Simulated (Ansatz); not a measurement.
# Direct or indirect: WS2 (P6_3/mmc)

```cif
data_structure
_symmetry_space_group_name_H-M 'P 1'
_symmetry_Int_Tables_number 1
_cell_length_a 3.1800
_cell_length_b 3.1800
_cell_length_c 12.5000
_cell_angle_alpha 90.000
_cell_angle_beta 90.000
_cell_angle_gamma 120.000
_cell_volume 109.47
loop_
_atom_site_label
_atom_site_type_symbol
_atom_site_fract_x
_atom_site_fract_y
_atom_site_fract_z
_atom_site_occupancy
W1 W 0.66667 0.33333 0.75000 1
W2 W 0.33333 0.66667 0.25000 1
S1 S 0.66667 0.33333 0.37500 1
S2 S 0.33333 0.66667 0.87500 1
S3 S 0.66667 0.33333 0.12500 1
S4 S 0.33333 0.66667 0.62500 1
```

Method: Ansatz, PBE, independent particles, without spin-orbit coupling, line width 0.1 eV (Gaussian). The band structure gives a fundamental gap of 1.12 eV. The spectrum of vertical transitions near the edge:

```json
{"E (eV)": "0.66", "Im ε, E ∥ xy": "0.00", "Im ε, E ∥ z": "0.00"}
{"E (eV)": "0.78", "Im ε, E ∥ xy": "0.00", "Im ε, E ∥ z": "0.00"}
{"E (eV)": "0.90", "Im ε, E ∥ xy": "0.00", "Im ε, E ∥ z": "0.00"}
{"E (eV)": "1.02", "Im ε, E ∥ xy": "0.00", "Im ε, E ∥ z": "0.00"}
{"E (eV)": "1.14", "Im ε, E ∥ xy": "0.00", "Im ε, E ∥ z": "0.00"}
{"E (eV)": "1.26", "Im ε, E ∥ xy": "0.00", "Im ε, E ∥ z": "0.00"}
{"E (eV)": "1.38", "Im ε, E ∥ xy": "0.00", "Im ε, E ∥ z": "0.00"}
{"E (eV)": "1.50", "Im ε, E ∥ xy": "0.00", "Im ε, E ∥ z": "0.00"}
{"E (eV)": "1.62", "Im ε, E ∥ xy": "0.12", "Im ε, E ∥ z": "0.00"}
{"E (eV)": "1.74", "Im ε, E ∥ xy": "1.53", "Im ε, E ∥ z": "0.00"}
{"E (eV)": "1.86", "Im ε, E ∥ xy": "4.90", "Im ε, E ∥ z": "0.00"}
{"E (eV)": "1.98", "Im ε, E ∥ xy": "6.84", "Im ε, E ∥ z": "0.00"}
{"E (eV)": "2.10", "Im ε, E ∥ xy": "6.68", "Im ε, E ∥ z": "0.01"}
{"E (eV)": "2.22", "Im ε, E ∥ xy": "6.64", "Im ε, E ∥ z": "0.01"}
{"E (eV)": "2.34", "Im ε, E ∥ xy": "8.76", "Im ε, E ∥ z": "0.05"}
{"E (eV)": "2.46", "Im ε, E ∥ xy": "12.47", "Im ε, E ∥ z": "0.33"}
{"E (eV)": "2.58", "Im ε, E ∥ xy": "18.60", "Im ε, E ∥ z": "1.79"}
{"E (eV)": "2.70", "Im ε, E ∥ xy": "23.26", "Im ε, E ∥ z": "2.74"}
{"E (eV)": "2.82", "Im ε, E ∥ xy": "22.60", "Im ε, E ∥ z": "2.99"}
{"E (eV)": "2.94", "Im ε, E ∥ xy": "21.03", "Im ε, E ∥ z": "3.83"}
```

Question: Is the gap direct or indirect, and about where do vertical transitions set in?

Answer: Indirect, by the band path, whose least direct gap is 1.74 eV. The curves fit this: they stay near zero above 1.12 eV and rise only from about 1.7 eV, though a forbidden direct transition would look alike. Lines are broadened by 0.1 eV, which spreads the edge, and phonons, which would give weak absorption from the fundamental gap up, are left out.

[Logs are printed without paths, hosts, clocks, repeated set-up lines and the standing remarks that a program may print on its own settings, such as how far it seeks lower states.]
